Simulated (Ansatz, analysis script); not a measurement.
**Stoner picture of Mo**

Wanted: E(M), the field that holds each moment, and the spin susceptibility of Mo.

Main program and level: Ansatz 0.2.0; PBE, PAW set soft_1.

## Step 1: The structure

The structure is cubic, space group Im-3m (No. 229). Conventional cell: a = 3.147 Å, b = 3.147 Å, c = 3.147 Å, α = 90.00°, β = 90.00°, γ = 90.00°. Nearest to Mo lie 8 Mo at 2.73 Å.

## Step 2: Starting state

First a free collinear run, to see which state the typed moments lead to.

Input file input.yaml:

```yaml
crystal:
  lattice:
    - [-1.573415, 1.573415, 1.573415]
    - [1.573415, -1.573415, 1.573415]
    - [1.573415, 1.573415, -1.573415]
  atoms:
    - { symbol: Mo, position: [0.0, 0.0, 0.0], spin: 1.0 }
magnetization:
  spin_polarized: true
kpoints:
  mp_grid: { grid: [15, 15, 15] }
hamiltonian:
  xc: pbe
  pseudopotentials: { kind: paw, azcp: { folder: soft_1 } }
scf:
  occupations: { method: fermi_dirac, width: 0.05 }
  max_iter: 120
  convergence: { dr2_threshold: 1.0e-08 }
  lower_state_search: "off"
```

Started as:

```
ansatz run input.yaml --threads 2 --pin off --max-ram 5120MiB --backend cpu --events-out ev --progress --plain --runs-dir out
```

Numbers of over 12 decimals in the logs are rounded to 6 here.

What it wrote:

```text
Engine: ansatz 0.2.0, aarch64-unknown-linux-gnu
Pseudopotentials: kind: paw
Pseudopotential: Mo, paw, valence charge 14, recommended cutoff 420 eV (normal), soft_1/Mo.paw.azcp
Functional definition: PBE
  parameter kappa = 0.804
  parameter beta = 0.066725
  exchange = pbe_x(kappa = kappa, mu = beta*pi^2/3)
  correlation = pbe_c(beta = beta)
Crystal: 1 atoms, lattice volume = 15.581 Å³
Basis set: ecut = 420 eV, 321 PW (Γ)
Bands: 12, of which v1, the nominal top of the filled ones, is band 7 counted from 1 (6 counted from 0)
Symmetry: 48 space group operations
Space group: Im-3m (ITA 229), of the structure as read, at distance tolerance 2.5e-5 Å
Magnetic group: BNS 229.140 (UNI 1642), of the structure as read, at distance tolerance 2.5e-5 Å
k-points: 120 of 3375
Non-local potential: Mo, projectors of the file, l = 0: 3, l = 1: 2, l = 2: 2, l = 3: 1
PAW form: soft (Blöchl's): semilocal exchange-correlation on the pseudo side does not see the compensation charge
PAW one-centre angular grid: Mo, 590 points (default); XC on 64 Gauss nodes
Initial density: superposition of atomic densities (chi_scale 0.1, normalization cell)
Starting moments: Σ|m| = 1 μB on 1 of 1 site
Initial wavefunctions: pseudopotential atomic-orbital guess
Functional: x = pbe(κ = 0.804, μ = 0.219515), c = pbe(β = 0.066725)
SCF iter   1: F=—  HF=-4956.528460 eV  |F-HF|=—  |Δ(HF+E_count)|=         —  Δρ=9.42e-2 (↑9.42e-2 ↓4.12e-2)  dr2=1.74e0  dr2_m=3.56e-1  M=0.170 μB ∫|m|=0.170 μB  β_m=0.30  ethr=3.10e-3  ⟨swp⟩=5.2  Hψ=16077  notcnv=0
preconditioner: auto → none  [metal: Δε(μ)=0.009 eV  Ē_g=10.351 eV  σ=0.050 eV  W_gap=0.05  n_scr=0 (ndim 8)  ℏωp=23.0 eV  f_vac=0.000  D(μ)=0.59/eV (n_scr^D=0)]
SCF iter   2: F=—  HF=-4956.090400 eV  |F-HF|=—  |Δ(HF+E_count)|=   4.38e-1  Δρ=5.51e-2 (↑5.51e-2 ↓3.32e-2)  dr2=3.77e-1  dr2_m=1.89e-1  M=0.129 μB ∫|m|=0.129 μB  β_m=0.30  ethr=3.10e-3  ⟨swp⟩=2.9  Hψ=7289  notcnv=0  defer=129
SCF iter   3: F=—  HF=-4956.013815 eV  |F-HF|=—  |Δ(HF+E_count)|=   7.66e-2  Δρ=3.07e-2 (↑2.55e-2 ↓3.07e-2)  dr2=2.22e-2  dr2_m=9.78e-2  M=0.111 μB ∫|m|=0.111 μB  β_m=0.30  ethr=2.69e-3  ⟨swp⟩=2.7  Hψ=5091  notcnv=0  defer=129
SCF iter   4: F=—  HF=-4956.029910 eV  |F-HF|=—  |Δ(HF+E_count)|=   1.61e-2  Δρ=2.03e-2 (↑2.03e-2 ↓1.89e-2)  dr2=5.28e-4  dr2_m=5.47e-2  M=0.084 μB ∫|m|=0.085 μB  β_m=0.30  ethr=1.58e-4  ⟨swp⟩=2.9  Hψ=5503  notcnv=0  defer=124
SCF iter   5: F=—  HF=-4956.040152 eV  |F-HF|=—  |Δ(HF+E_count)|=   1.02e-2  Δρ=1.46e-2 (↑1.46e-2 ↓1.46e-2)  dr2=2.69e-5  dr2_m=3.04e-2  M=0.066 μB ∫|m|=0.068 μB  β_m=0.30  ethr=3.77e-6  ⟨swp⟩=2.0  Hψ=4266  notcnv=0  defer=124
SCF iter   6: F=—  HF=-4956.046036 eV  |F-HF|=—  |Δ(HF+E_count)|=   5.88e-3  Δρ=1.09e-2 (↑1.09e-2 ↓1.09e-2)  dr2=2.66e-7  dr2_m=1.70e-2  M=0.053 μB ∫|m|=0.054 μB  β_m=0.30  ethr=1.92e-7  ⟨swp⟩=2.0  Hψ=4342  notcnv=0  defer=124
SCF iter   7: F=—  HF=-4956.049387 eV  |F-HF|=—  |Δ(HF+E_count)|=   3.35e-3  Δρ=8.20e-3 (↑8.20e-3 ↓8.17e-3)  dr2=2.98e-7  dr2_m=9.57e-3  M=0.042 μB ∫|m|=0.043 μB  β_m=0.30  ethr=1.90e-9  ⟨swp⟩=3.0  Hψ=5304  notcnv=0  defer=121
Mixer restart at iter 7: flushing history
spin-set hold released at iteration 7 (site moments contracting): the magnetisation degrees of freedom join the quasi-Newton model from the next iteration; the mixer history was flushed
SCF iter   8: F=—  HF=-4956.051316 eV  |F-HF|=—  |Δ(HF+E_count)|=   1.93e-3  Δρ=6.18e-3 (↑6.18e-3 ↓6.16e-3)  dr2=3.13e-7  dr2_m=5.44e-3  M=0.033 μB ∫|m|=0.034 μB  β_m=0.65  ethr=1.90e-9  ⟨swp⟩=3.0  Hψ=5081  notcnv=0  defer=121
SCF iter   9: F=—  HF=-4956.054052 eV  |F-HF|=—  |Δ(HF+E_count)|=   2.74e-3  Δρ=3.46e-4 (↑3.31e-4 ↓3.46e-4)  dr2=2.16e-7  dr2_m=1.64e-5  M=0.003 μB ∫|m|=0.004 μB  β_m=0.82  ethr=1.90e-9  ⟨swp⟩=3.1  Hψ=6220  notcnv=0  defer=121
SCF iter  10: F=—  HF=-4956.054076 eV  |F-HF|=—  |Δ(HF+E_count)|=   2.37e-5  Δρ=1.25e-4 (↑1.25e-4 ↓1.20e-4)  dr2=1.02e-7  dr2_m=2.11e-6  M=0.001 μB ∫|m|=0.001 μB  β_m=0.91  ethr=1.54e-9  ⟨swp⟩=3.4  Hψ=5772  notcnv=0  defer=121
SCF iter  11: F=—  HF=-4956.054080 eV  |F-HF|=—  |Δ(HF+E_count)|=   4.11e-6  Δρ=2.86e-5 (↑2.27e-5 ↓2.86e-5)  dr2=3.47e-7  dr2_m=1.55e-8  M=0.000 μB ∫|m|=0.000 μB  β_m=0.74  ethr=7.31e-10  ⟨swp⟩=3.2  Hψ=5507  notcnv=0  defer=121
iter 12 did not close the SCF: its close was put off for a magnetic moment that had not settled (scf_convergence_deferred on its scf_iter line)
SCF iter  12: F=-4956.054080 eV  HF=-4956.054080 eV  |F-HF|=8.48e-9  |Δ(HF+E_count)|=   1.16e-7  Δρ=6.26e-6 (↑6.26e-6 ↓5.83e-6)  dr2=8.51e-10  dr2_m=5.04e-9  M=0.000 μB ∫|m|=0.000 μB  β_m=0.87  ethr=7.14e-11  ⟨swp⟩=1.0  Hψ=8302  notcnv=0
iter 13 did not close the SCF: its close was put off for a magnetic moment that had not settled (scf_convergence_deferred on its scf_iter line)
SCF iter  13: F=-4956.054080 eV  HF=-4956.054080 eV  |F-HF|=5.46e-11  |Δ(HF+E_count)|=   1.19e-8  Δρ=4.78e-7 (↑4.78e-7 ↓4.48e-7)  dr2=7.02e-13  dr2_m=3.02e-11  M=0.000 μB ∫|m|=0.000 μB  β_m=0.94  ethr=6.08e-12  ⟨swp⟩=1.0  Hψ=8318  notcnv=0
SCF iter  14: F=-4956.054080 eV  HF=-4956.054080 eV  |F-HF|=0.00e0  |Δ(HF+E_count)|=  7.00e-11  Δρ=4.99e-8 (↑4.40e-8 ↓4.99e-8)  dr2=8.36e-15  dr2_m=3.10e-13  M=-0.000 μB ∫|m|=0.000 μB  ethr=1.00e-12  ⟨swp⟩=1.0  Hψ=7681  notcnv=0
WARN: the starting moments were not kept: the SCF closed with an absolute magnetisation of 3.7e-7 μB, where they sum to 1 μB in size (1 site). That is at most 0.1 of that sum. Measured as dr2_m measures the in/out step, that magnetisation stands 3.8e-14 eV from none, at or under the dr2_threshold of 1.0e-8 eV: it is no larger than a step whose dr2_m would equal this threshold. The system may hold no moment; this SCF  [...]
SCF 1 converged in 14 iterations: F = -4956.054080 eV  dr2 = 8.36e-15
  greatest PAW one-centre occupation: 0.999 electrons in one spin orbital (limit 2), on the Mo atom at site 0 (counted from 0), in its partial waves of l = 0
SCF converged after 14 iterations
Magnetization: -0.0000 μB (7.0000 up, 7.0000 down)
Absolute magnetization: 0.0000 μB (∫|ρ↑−ρ↓|, with the PAW one-centre terms)
Spin contamination: 0.0000 ħ² per cell (⟨S²⟩ above its minimum at these occupations)
Per-site moments (μB) at R_I (Å): [(-1.6103817255239019e-7, 1.124159)]
Free energy (F): -4956.054080 eV
Harris-Foulkes:  -4956.054080 eV  (|F-HF|=0.00e0)
Internal energy: -4956.048307 eV  (E = F + TS)
E sigma→0 (E₀):  -4956.051194 eV
Entropy (-TS):   -0.005773 eV (-5.773 meV/atom)
Fermi energy:    21.105410 eV
--- Per-component energies (eV) ---
  E_band       = -54.226114
  E_kinetic    = 422.506895
  E_local      = -767.675340  (includes V_loc(G=0)·N_el)
  E_nonlocal   = 148.002609
  E_hartree    = 261.349875
  E_xc         = -176.462918
  E_vxc        = -220.024101  (∫ρ·V_xc dr)
  E_paw        = -3211.790689  (= ΣΔE_a)
  E_vpaw       = -159.735974  (= ΣTr[D̂ρ^β])
  E_aug_tail   = 0.000047  (compensation charges beyond the density's cutoff)
  E_ewald      = -1631.978787
  E_smearing   = -0.005773  (= −TS)
  E_closure    = 0.000000  (closes the sum)
  Σ components = -4956.054080   (vs F -4956.054080, Δ=0.00e0)
```

Wall time 2.8 s (2 threads of Arm Neoverse V1, shared host); peak memory 0.25 GiB; 4.8 s of CPU time.

The spin moment in the atom's sphere vanishes on all atoms.

The run ends non-magnetic, with a net moment of 0 μB a cell. The run left the order that was typed.

## Step 3: Mesh refined

Levels at the Fermi energy are partly filled, so moments and energy differences can hang on the k-mesh, and the state is solved again on a denser one.

Changes to input.yaml since step 2:

```diff
@@ -10,3 +10,3 @@
 kpoints:
-  mp_grid: { grid: [15, 15, 15] }
+  mp_grid: { grid: [17, 17, 17] }
 hamiltonian:
@@ -19 +19,3 @@
   lower_state_search: "off"
+basis:
+  ecutwfc: 420.0
```

What it wrote:

```text
[...]
Crystal: 1 atoms, lattice volume = 15.581 Å³
Basis set: ecut = 420 eV, 321 PW (Γ)
Bands: 12, of which v1, the nominal top of the filled ones, is band 7 counted from 1 (6 counted from 0)
Symmetry: 48 space group operations
[...]
k-points: 165 of 4913
[...]
Starting moments: Σ|m| = 1 μB on 1 of 1 site
[...]
SCF converged after 13 iterations
Magnetization: -0.0000 μB (7.0000 up, 7.0000 down)
Absolute magnetization: 0.0000 μB (∫|ρ↑−ρ↓|, with the PAW one-centre terms)
[...]
Per-site moments (μB) at R_I (Å): [(4.898599357398423e-7, 1.124159)]
Free energy (F): -4956.058327 eV
[...]
Internal energy: -4956.054399 eV  (E = F + TS)
E sigma→0 (E₀):  -4956.056363 eV
Entropy (-TS):   -0.003928 eV (-3.928 meV/atom)
Fermi energy:    21.198725 eV
[...]
```

Elapsed: 3 s, on 2 threads; peak memory 0.27 GiB.

The spin moment in the atom's sphere vanishes on all atoms.

The run ends non-magnetic, with a net moment of 0 μB a cell, against 0 μB on the first mesh.

## Step 4: The non-magnetic reference

The state without spin is the zero of E(M).

input.yaml, the sections that differ from step 3:

```yaml
crystal:
  lattice:
    - [-1.573415, 1.573415, 1.573415]
    - [1.573415, -1.573415, 1.573415]
    - [1.573415, 1.573415, -1.573415]
  atoms:
    - { symbol: Mo, position: [0.0, 0.0, 0.0] }
scf:
  occupations: { method: fermi_dirac, width: 0.05 }
  max_iter: 120
  convergence: { dr2_threshold: 1.0e-08 }
# kpoints, hamiltonian, basis: as in step 3
# magnetization: removed
```

Started as:

```
ansatz run input.yaml --threads 1 --pin off --max-ram 2560MiB --backend cpu --events-out ev --progress --plain --runs-dir out
```

What it wrote:

```text
[...]
Crystal: 1 atoms, lattice volume = 15.581 Å³
Basis set: ecut = 420 eV, 321 PW (Γ)
Bands: 11, of which v1, the nominal top of the filled ones, is band 7 counted from 1 (6 counted from 0)
Symmetry: 48 space group operations
[...]
k-points: 165 of 4913
[...]
SCF iter   1: F=—  HF=-4956.677550 eV  |F-HF|=—  |Δ(HF+E_count)|=         —  Δρ=1.06e-1  dr2=1.74e0  ethr=3.10e-3  ⟨swp⟩=5.1  Hψ=10393  notcnv=0
[...]
SCF iter   7: F=-4956.058327 eV  HF=-4956.058327 eV  |F-HF|=4.03e-10  |Δ(HF+E_count)|=   2.34e-8  Δρ=3.73e-6  dr2=6.87e-10  ethr=7.14e-11  ⟨swp⟩=3.0  Hψ=3805  notcnv=0
SCF 1 converged in 7 iterations: F = -4956.058327 eV  dr2 = 6.87e-10
[...]
SCF converged after 7 iterations
Free energy (F): -4956.058327 eV
[...]
Internal energy: -4956.054399 eV  (E = F + TS)
E sigma→0 (E₀):  -4956.056363 eV
Entropy (-TS):   -0.003928 eV (-3.928 meV/atom)
Fermi energy:    21.198721 eV
[...]
```

The job ended after 2.1 s (1 thread; peak memory 0.26 GiB).

## Step 5: Without spin, levels printed

Changes to input.yaml since step 4:

```diff
@@ -18 +18,3 @@
   ecutwfc: 420.0
+output:
+  eigenvalues: true
```

What it wrote:

```text
[...]
Crystal: 1 atoms, lattice volume = 15.581 Å³
Basis set: ecut = 420 eV, 321 PW (Γ)
Bands: 11, of which v1, the nominal top of the filled ones, is band 7 counted from 1 (6 counted from 0)
Symmetry: 48 space group operations
[...]
k-points: 165 of 4913
[...]
Fermi energy:    21.198721 eV
[...]
--- Band table (eV; the first three rows and the last of 165) ---
  k-point 0: bands = [... 3 lower, -13.3830, 13.9189, 19.7828, 19.7828, 19.7828, 22.8187, 22.8187, 35.8596]
  k-point 1: bands = [... 3 lower, -13.3833, 14.0728, 19.6959, 19.7690, 19.9274, 22.6895, 22.8210, 35.9744]
  k-point 2: bands = [... 3 lower, -13.3844, 14.5091, 19.4564, 19.7062, 20.3542, 22.4159, 22.8344, 36.2408]
  k-point 164: bands = [... 3 lower, -14.3483, 15.7365, 15.7636, 24.9158, 24.9158, 25.0803, 30.0222, 30.5556]
[key lines of the parts left out:]
SCF converged after 7 iterations
Free energy (F): -4956.058327 eV
```

The job ended after 1.6 s (1 thread; peak memory 0.26 GiB).

## Step 6: Total moment fixed at 0.1 μB

Two Fermi levels, one a spin, hold the total moment exactly, which reaches states that a free run would leave.

input.yaml, the sections that differ from step 5:

```yaml
crystal:
  lattice:
    - [-1.573415, 1.573415, 1.573415]
    - [1.573415, -1.573415, 1.573415]
    - [1.573415, 1.573415, -1.573415]
  atoms:
    - { symbol: Mo, position: [0.0, 0.0, 0.0], spin: 0.1 }
magnetization:
  spin_polarized: true
  initial_magnetization: 0.1
  spin_locking: { lock_magnetization: hard }
scf:
  occupations: { method: fermi_dirac, width: 0.05 }
  max_iter: 120
  convergence: { dr2_threshold: 1.0e-08 }
  lower_state_search: "off"
# kpoints, hamiltonian, basis: as in step 5
# output: removed
```

What it wrote:

```text
[...]
Crystal: 1 atoms, lattice volume = 15.581 Å³
Basis set: ecut = 420 eV, 321 PW (Γ)
Bands: 12, of which v1, the nominal top of the filled ones, is band 7 counted from 1 (6 counted from 0)
Symmetry: 48 space group operations
[...]
k-points: 165 of 4913
[...]
Starting moments: Σ|m| = 0.1 μB on 1 of 1 site
[...]
SCF iter   1: F=—  HF=-4956.667197 eV  |F-HF|=—  |Δ(HF+E_count)|=         —  Δρ=5.48e-2 (↑5.48e-2 ↓5.13e-2)  dr2=1.75e0  dr2_m=9.19e-4  M=0.100 μB ∫|m|=0.100 μB  β_m=0.30  ethr=3.10e-3  ⟨swp⟩=5.1  Hψ=22082  notcnv=0
[...]
SCF iter   8: F=-4956.049767 eV  HF=-4956.049767 eV  |F-HF|=4.55e-12  |Δ(HF+E_count)|=  3.13e-10  Δρ=1.93e-7 (↑1.93e-7 ↓1.41e-7)  dr2=2.08e-12  dr2_m=3.06e-12  M=0.100 μB ∫|m|=0.100 μB  ethr=1.05e-11  ⟨swp⟩=1.0  Hψ=10683  notcnv=0
SCF 1 converged in 8 iterations: F = -4956.049767 eV  dr2 = 2.08e-12
[...]
SCF converged after 8 iterations
Stability checked in part: among states of this total moment the steps that led to this state did not find it unstable. No probe was made; neither looks for a lower state of another moment (fixed_total_moment; see scf.lower_state_search)
Magnetization: 0.1000 μB (7.0500 up, 6.9500 down)
Absolute magnetization: 0.1000 μB (∫|ρ↑−ρ↓|, with the PAW one-centre terms)
[...]
Per-site moments (μB) at R_I (Å): [(0.071456, 1.124159)]
Free energy (F): -4956.049767 eV
[...]
Internal energy: -4956.043846 eV  (E = F + TS)
E sigma→0 (E₀):  -4956.046806 eV
Entropy (-TS):   -0.005921 eV (-5.921 meV/atom)
Fermi energy:    21.178152 (↑ 21.334332, ↓ 21.021973) eV
[...]
```

The job ended after 4.1 s (1 thread; peak memory 0.26 GiB).

The energy is 8.56 meV from the state without spin, and the largest site carries 0.0715 μB.

## Step 7: Total moment fixed at 0.2 μB

Changes to input.yaml since step 6:

```diff
@@ -6,6 +6,6 @@
   atoms:
-    - { symbol: Mo, position: [0.0, 0.0, 0.0], spin: 0.1 }
+    - { symbol: Mo, position: [0.0, 0.0, 0.0], spin: 0.2 }
 magnetization:
   spin_polarized: true
-  initial_magnetization: 0.1
+  initial_magnetization: 0.2
   spin_locking: { lock_magnetization: hard }
```

What it wrote:

```text
[...]
Crystal: 1 atoms, lattice volume = 15.581 Å³
Basis set: ecut = 420 eV, 321 PW (Γ)
Bands: 12, of which v1, the nominal top of the filled ones, is band 7 counted from 1 (6 counted from 0)
Symmetry: 48 space group operations
[...]
k-points: 165 of 4913
[...]
Starting moments: Σ|m| = 0.2 μB on 1 of 1 site
[...]
Magnetization: 0.2000 μB (7.1000 up, 6.9000 down)
Absolute magnetization: 0.2000 μB (∫|ρ↑−ρ↓|, with the PAW one-centre terms)
[...]
Per-site moments (μB) at R_I (Å): [(0.147155, 1.124159)]
Free energy (F): -4956.029142 eV
[...]
Internal energy: -4956.022219 eV  (E = F + TS)
E sigma→0 (E₀):  -4956.025681 eV
Entropy (-TS):   -0.006923 eV (-6.923 meV/atom)
Fermi energy:    21.149001 (↑ 21.404477, ↓ 20.893525) eV
[...]
[key lines of the parts left out:]
SCF converged after 8 iterations
```

Run time: 3.6 s. Hardware: 1 thread; peak memory 0.26 GiB.

The energy is 29.2 meV from the state without spin, and the largest site carries 0.147 μB.

(Part 1 of 2 ends here.)

[Logs and program files are shortened in this print: banners, set-up blocks, solver, clock and traceback lines can be left out without a mark of their own.]

[Logs are printed without paths, hosts, clocks, repeated set-up lines and the standing remarks that a program may print on its own settings, such as how far it seeks lower states.]

[Hosts, paths, dates, database ids (printed as entryN), source tags and the programs' standing remarks are cut or masked in the printed files.]
